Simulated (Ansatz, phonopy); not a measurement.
# Quasi-harmonic thermodynamics of CaO (Lime, Fm-3m), part 5 of 6

Wanted: α(T), C_P(T) and B(T) of CaO (Lime) in the quasi-harmonic approximation.

What experiment has found for this phase:
- heat capacity C_P per formula unit 42.2 J/mol/K and bulk modulus 113 GPa near room temperature (given in “High-Throughput Prediction of Finite-Temperature Properties using the Quasi-Harmonic Approximation”, 2016, arXiv:1603.06924)

Ansatz 0.2.0; DFT LDA, scalar-relativistic, plane waves, PAW (the session's first sound run).

So far, isothermal bulk modulus at 298 K (GPa): step 5 (the quasi-harmonic study, functional LDA, q-mesh 2×2×2) 120; step 7 (q-mesh 4×4×4) 120.

## Step 8: Free-energy fit

This step: DFT LDA, scalar-relativistic, plane waves, PAW (phonopy 4.10.0).

This step gave:

```
volume expansion coefficient at 300 K : 34.92 1e-6/K
isothermal bulk modulus at 300 K      : 120.1 GPa
C_P at 300 K                          : 21.35 J/mol-atom/K
Grüneisen parameter at 300 K          : 1.592
```

The energy (each curve on its own zero) by volume; values in meV/atom:

```
volume (Å³/atom)  static  F at 0 K  F at 300 K  F at 1200 K
          13.046       0      2.92        5.03         17.5
          13.243     1.2      2.84        4.09         11.4
          13.507    6.23      6.18        6.24         6.35
          13.743    13.8      12.2        11.1         4.65
          13.984    24.1      21.1        18.7         5.32
```

Phonopy-qha, vinet fit of F(V) at each temperature. Qha vinet, by row:

```
T (K)  fitted volume (Å³/atom)  alpha_V (1e-6/K)  B_T (GPa)  C_P (J/mol-atom/K)  Grueneisen
  100                    13.16             12.03      124.8               7.441       1.533
  150                    13.17             21.29      123.9               13.41       1.545
  200                    13.18              27.8      122.7               17.33       1.571
  250                     13.2             32.03      121.5               19.78       1.584
  300                    13.23             34.92      120.1               21.35       1.592
  350                    13.25             37.03      118.7               22.42       1.599
  400                    13.27             38.68      117.3               23.19       1.605
  450                     13.3             40.07      115.8               23.77       1.612
  500                    13.33             41.29      114.4               24.23       1.619
  550                    13.36             42.41      112.8                24.6       1.626
  600                    13.38             43.47      111.3               24.92       1.633
  650                    13.41             44.51      109.7                25.2       1.641
  700                    13.44             45.53      108.1               25.45        1.65
  750                    13.48             46.56      106.5               25.69       1.658
  800                    13.51             47.61      104.8               25.91       1.667
  850                    13.54             48.69      103.1               26.13       1.677
  900                    13.57             49.81      101.4               26.34       1.687
  950                    13.61             50.97      99.65               26.55       1.697
 1000                    13.64             52.18      97.87               26.77       1.707
 1050                    13.68             53.45      96.05               26.99       1.719
 1100                    13.72             54.79       94.2               27.22        1.73
 1150                    13.75              56.2      92.32               27.45       1.742
```

The volume expansion coefficient by temperature; values in 1e-6/K:

```
temperature (K)  phonopy-qha, Vinet  Ansatz's own study
            100                12.0                12.2
            150                21.3                21.8
            200                27.8                28.1
            250                32.0                32.2
            300                34.9                35.0
            350                37.0                37.1
            400                38.7                38.7
            450                40.1                40.1
            500                41.3                41.3
            550                42.4                42.4
            600                43.5                43.5
            650                44.5                44.5
            700                45.5                45.5
            750                46.6                46.6
            800                47.6                47.6
            850                48.7                48.7
            900                49.8                49.8
            950                51.0                51.0
           1000                52.2                52.2
           1050                53.5                53.5
           1100                54.8                54.8
           1150                56.2                56.2
```

The fit gives a volume expansion of 34.9 × 10⁻⁶/K at 300 K, against 34.9 at 298 K from the study itself, whose static fit uses more cells.

## Step 9: A new level, relaxed again

The functional, the potentials or the cutoff change, so the crystal is relaxed again at the new setting.

This step: DFT PBE, scalar-relativistic, plane waves, PAW (Ansatz 0.2.0).

File input.yaml:

```yaml
crystal:
  lattice:
    - [0.0, 2.3539031613, 2.3539031613]
    - [2.3539031613, 0.0, 2.3539031613]
    - [2.3539031613, 2.3539031613, 0.0]
  atoms:
    - { symbol: Ca, position: [0.0, 0.0, 0.0] }
    - { symbol: O, position: [0.5, 0.5, 0.5] }
kpoints:
  mp_grid: { grid: [8, 8, 8] }
hamiltonian:
  xc: pbe
scf:
  occupations: { method: fixed }
  lower_state_search: "off"
output:
  forces: true
  stress: true
  eigenvalues: true
relax:
  adjacent_minimum: "off"
  f_tol: 0.001
  max_steps: 60
  cell: { stress_tol: 0.01 }
```

The run is started by

```bash
$ ansatz run input.yaml --threads 4 --pin off --max-ram 16384MiB --backend cpu --events-out ev --progress --plain --runs-dir out
```

Numbers of over 12 decimals in the logs are rounded to 6 here.

What it wrote:

```text
[...]
Crystal: 2 atoms, lattice volume = 26.085 Å³
Basis set: ecut = 420 eV, 531 PW (Γ), exchange–correlation on 48×48×48 points (8 copies of the dense FFT grid, shifted against one another)
Bands: 12, of which v1, the nominal top of the filled ones, is band 8 counted from 1 (7 counted from 0)
Symmetry: 48 space group operations
[...]
k-points: 29 of 512
[...]
SCF iter   1: F=—  HF=-2387.663984 eV  |F-HF|=—  |Δ(HF+E_count)|=         —  Δρ=5.98e-4  dr2=2.50e-5  ethr=1.77e-3  ⟨swp⟩=4.9  Hψ=2058  notcnv=0  defer=7
[...]
SCF iter   6: F=-2387.663862 eV  HF=-2387.663863 eV  |F-HF|=4.52e-8  |Δ(HF+E_count)|=   2.65e-7  Δρ=2.15e-5  dr2=8.37e-8  ethr=6.25e-10  ⟨swp⟩=6.0  Hψ=1953  notcnv=0
SCF 1 converged in 6 iterations: F = -2387.663862 eV  dr2 = 8.37e-8
[...]
relax step   1: F+E_penalty+E_count = -2387.66386249 eV  Δ(F+E_penalty+E_count) = +0.000e0 eV  max|allowed force component| = 7.264e-30 eV/Å  Δτ_max = 0.0000 Å  P = +9.653 GPa  Ω = 26.085 Å³  (6 SCF iters, dr2 threshold 1.00e-7 eV, accepted)
Crystal: 2 atoms, lattice volume = 28.277 Å³
Basis set: ecut = 420 eV, 537 PW (Γ), exchange–correlation on 48×48×48 points (8 copies of the dense FFT grid, shifted against one another)
[...]
SCF iter   6: F=-2387.713695 eV  HF=-2387.713695 eV  |F-HF|=2.35e-9  |Δ(HF+E_count)|=   8.56e-7  Δρ=5.09e-6  dr2=2.64e-9  ethr=1.25e-9  ⟨swp⟩=5.8  Hψ=1869  notcnv=0
SCF 2 converged in 6 iterations: F = -2387.713695 eV  dr2 = 2.64e-9
relax step   2: F+E_penalty+E_count = -2387.71369515 eV  Δ(F+E_penalty+E_count) = -4.983e-2 eV  max|allowed force component| = 4.049e-29 eV/Å  Δτ_max = 0.0000 Å  P = -0.869 GPa  Ω = 28.277 Å³  energy of the carried Pulay correction = -5.744e-3 eV  (6 SCF iters, dr2 threshold 2.00e-7 eV, accepted)
Crystal: 2 atoms, lattice volume = 28.082 Å³
[...]
SCF iter   5: F=-2387.714768 eV  HF=-2387.714768 eV  |F-HF|=1.76e-8  |Δ(HF+E_count)|=   1.81e-7  Δρ=1.21e-5  dr2=2.63e-8  ethr=1.25e-9  ⟨swp⟩=3.1  Hψ=1427  notcnv=0
SCF 3 converged in 5 iterations: F = -2387.714768 eV  dr2 = 2.63e-8
relax step   3: F+E_penalty+E_count = -2387.71476834 eV  Δ(F+E_penalty+E_count) = -1.073e-3 eV  max|allowed force component| = 5.259e-30 eV/Å  Δτ_max = 0.0000 Å  P = -0.083 GPa  Ω = 28.082 Å³  energy of the carried Pulay correction = -5.252e-3 eV  (5 SCF iters, dr2 threshold 2.00e-7 eV, accepted)
[...]
relax step   4: F+E_penalty+E_count = -2387.71482371 eV  Δ(F+E_penalty+E_count) = -5.537e-5 eV  max|allowed force component| = 4.437e-30 eV/Å  Δτ_max = 0.0000 Å  P = -0.003 GPa  Ω = 28.062 Å³  energy of the carried Pulay correction = -5.202e-3 eV  (4 SCF iters, dr2 threshold 1.72e-8 eV, accepted)
[...]
relax step   5: F+E_penalty+E_count = -2387.72257584 eV  Δ(F+E_penalty+E_count) = -7.752e-3 eV  max|allowed force component| = 7.560e-30 eV/Å  Δτ_max = 0.0000 Å  P = +0.462 GPa  Ω = 28.062 Å³  stress off target by 4.62e-1 GPa  SCF on the basis re-selected at this cell (its energy is not comparable with the rows above)  (8 SCF iters)
[...]
relax step   6: F+E_penalty+E_count = -2387.72244883 eV  Δ(F+E_penalty+E_count) = +1.270e-4 eV  max|allowed force component| = 5.654e-30 eV/Å  Δτ_max = 0.0000 Å  P = +0.024 GPa  Ω = 28.176 Å³  energy of the carried Pulay correction = -2.986e-4 eV  (3 SCF iters, dr2 threshold 2.00e-7 eV, accepted)
[...]
relax step   7: F+E_penalty+E_count = -2387.72243261 eV  Δ(F+E_penalty+E_count) = +1.622e-5 eV  max|allowed force component| = 2.284e-30 eV/Å  Δτ_max = 0.0000 Å  P = -0.000 GPa  Ω = 28.182 Å³  energy of the carried Pulay correction = -3.153e-4 eV  (4 SCF iters, dr2 threshold 1.45e-9 eV, accepted)
[...]
SCF iter   6: F=-2387.722757 eV  HF=-2387.722757 eV  |F-HF|=1.36e-12  |Δ(HF+E_count)|=  2.32e-10  Δρ=3.48e-8  dr2=9.54e-14  ethr=1.00e-12  ⟨swp⟩=5.2  Hψ=2184  notcnv=0
SCF 8 converged in 6 iterations: F = -2387.722757 eV  dr2 = 9.54e-14
relax step   8: F+E_penalty+E_count = -2387.72275688 eV  Δ(F+E_penalty+E_count) = -3.243e-4 eV  max|allowed force component| = 5.654e-30 eV/Å  Δτ_max = 0.0000 Å  P = +0.008 GPa  Ω = 28.182 Å³  stress off target by 7.69e-3 GPa  SCF on the basis re-selected at this cell (its energy is not comparable with the rows above)  (6 SCF iters)
[...]
SCF converged after 6 iterations
Free energy (F): -2387.722757 eV
[...]
Internal energy: -2387.722757 eV  (E = F + TS)
E sigma→0 (E₀):  -2387.722757 eV
Fermi energy:    7.528691 eV
[...]
--- Stress (GPa, compression-positive) ---
        0.007691      -0.000000       0.000000
       -0.000000       0.007691      -0.000000
        0.000000      -0.000000       0.007691
  P = ⅓ Tr σ = 0.0077 GPa (0.077 kbar)
--- Band table (eV; the first three rows and the last of 29) ---
  k-point 0: bands = [... 4 lower, -7.9591, 7.5287, 7.5287, 7.5287, 12.1368, 13.7282, 13.7282, 13.7282]
  k-point 1: bands = [... 4 lower, -7.7549, 7.0018, 7.3261, 7.3261, 12.8165, 13.6860, 13.9858, 13.9858]
  k-point 2: bands = [... 4 lower, -7.3337, 6.0199, 6.8905, 6.8905, 13.7432, 14.2688, 14.6617, 14.6617]
  k-point 28: bands = [... 4 lower, -7.3664, 6.2749, 6.4749, 6.4749, 13.8034, 13.8034, 15.8142, 16.9673]
--- Relaxed structure (6 steps of the walk, 6 accepted, 2 SCFs on fresh bases) ---
[...]
cell:  # Å, volume = 28.1821 Å³
    - [0, 2.415356, 2.415356]
    - [2.415356, 0, 2.415356]
    - [2.415356, 2.415356, 0]
  atoms:
    - { symbol: Ca, position: [0, 0, 0] }
    - { symbol: O, position: [0.5, 0.5, 0.5] }
```

It took 2.3 s on 4 threads of Arm Neoverse V1, shared host; peak memory 0.28 GiB.

Step by step:

```
step  energy less that of the first step (eV)  largest force component (eV/Å)  pressure (GPa)  volume (Å³)
   1                                   0.0000                          0.0000            9.65        26.09
   2                                  -0.0498                          0.0000           -0.87        28.28
   3                                  -0.0509                          0.0000           -0.08        28.08
   4                                  -0.0510                          0.0000            0.00        28.06
  5*                                  -0.0587                          0.0000            0.46        28.06
   6                                  -0.0586                          0.0000            0.02        28.18
   7                                  -0.0586                          0.0000            0.00        28.18
  8*                                  -0.0589                          0.0000            0.01        28.18
```

Relaxation steps marked * repeat the geometry before them on a plane-wave basis chosen anew for their cell, so energy and pressure can jump there.

The run keeps the 48 symmetry operations that it works with, so distortions that break them were not tested.

```
conventional cell, symmetrised  before  after  change
                         a (Å)   4.708  4.831  +2.6 %
                         b (Å)   4.708  4.831  +2.6 %
                         c (Å)   4.708  4.831  +2.6 %
              volume (Å³/atom)   13.04  14.09  +8.0 %
```

The relaxed structure:

```
Ca O
1.0
     0.00000    2.41536    2.41536
     2.41536    0.00000    2.41536
     2.41536    2.41536    0.00000
Ca O
1 1
Direct
  0.00000 0.00000 0.00000
  0.50000 0.50000 0.50000
```

This step gave:

- pressure: 0.007691 GPa
- gap on the k-mesh: 3.658 eV
- volume per atom: 14.09 Å³/atom

The residual pressure is 0.0077 GPa, small enough for phonons.

## Step 10: Phonons on strained cells, q-mesh 4×4×4 (run 2)

Thermal expansion follows from how the free energy of the vibrations (and of the electrons in a metal) changes with strain, so the program makes strained cells, their phonons and a fit in one run.

input.yaml, the sections that differ from step 9:

```yaml
crystal:
  lattice:
    - [0.0, 2.4153558207, 2.4153558207]
    - [2.4153558207, 0.0, 2.4153558207]
    - [2.4153558207, 2.4153558207, 0.0]
  atoms:
    - { symbol: Ca, position: [0.0, 0.0, 0.0] }
    - { symbol: O, position: [0.5, 0.5, 0.5] }
output:
  eigenvalues: true
phonons:
  method: dfpt
  qmesh: [4, 4, 4]
  temperatures: { t_max: 1200.0, t_step: 50 }
  thermal_expansion: {}
# kpoints, hamiltonian, scf: as in step 9
# relax: removed
```

What it wrote:

```text
[...]
Crystal: 2 atoms, lattice volume = 28.182 Å³
Basis set: ecut = 487.2 eV, 701 PW (Γ), exchange–correlation on 50×50×50 points (8 copies of the dense FFT grid, shifted against one another)
Bands: 12, of which v1, the nominal top of the filled ones, is band 8 counted from 1 (7 counted from 0)
Symmetry: 48 space group operations
[...]
vibrations' free energy: its fit leaves 0.0002 meV an atom at the most
  the electrons' free energy at temperature is not in it: every band gap is over 1.24 eV
  free energies summed between the sampled wave vectors
[...]
the FFT grids of the static calculations differ: 25 × 25 × 25, 27 × 27 × 27
  band gaps on the cells' k-points are 3.649 to 3.661 eV
[key lines of the parts left out:]
SCF converged after 10 iterations
Free energy (F): -2387.727934 eV
Fermi energy:    7.528974 eV
P = ⅓ Tr σ = 0.0183 GPa (0.183 kbar)
```

The job ended after 7.3 min (4 threads; peak memory 0.87 GiB; 28 min of CPU time).

Changing the level of theory (LDA → PBE) takes the volume expansion at 298 K from 34.9 to 44.3 × 10⁻⁶/K and B_T from 120 to 96.7 GPa.

## Step 11: Side by side

Times are for 4 threads of Arm Neoverse V1, shared host. Results by setting:

```
no.  functional  cutoff (eV)  k-mesh  q-mesh  method  pressure (GPa)  volume expansion coefficient at 298 K (1e-6/K)  C_P at 298 K (J/mol-atom/K)  isothermal bulk modulus at 298 K (GPa)     time  memory (GiB)
  1         lda        487.2   8×8×8   2×2×2    dfpt               0                                           35.12                        21.31                                   120.3     49 s          0.53
  2         lda        487.2   8×8×8   4×4×4    dfpt               0                                           34.93                        21.28                                   120.2    4 min           0.8
  3         pbe        487.2   8×8×8   4×4×4    dfpt               0                                           44.25                        21.96                                   96.72  7.3 min          0.87
```

(Part 5 of 6 ends here.)

[Logs are printed without paths, hosts, clocks, repeated set-up lines and the standing remarks that a program may print on its own settings, such as how far it seeks lower states.]

[Hosts, paths, dates, database ids (printed as entryN), source tags and the programs' standing remarks are cut or masked in the printed files.]

[A step with changed settings may run another functional than the one named; its input shows which.]
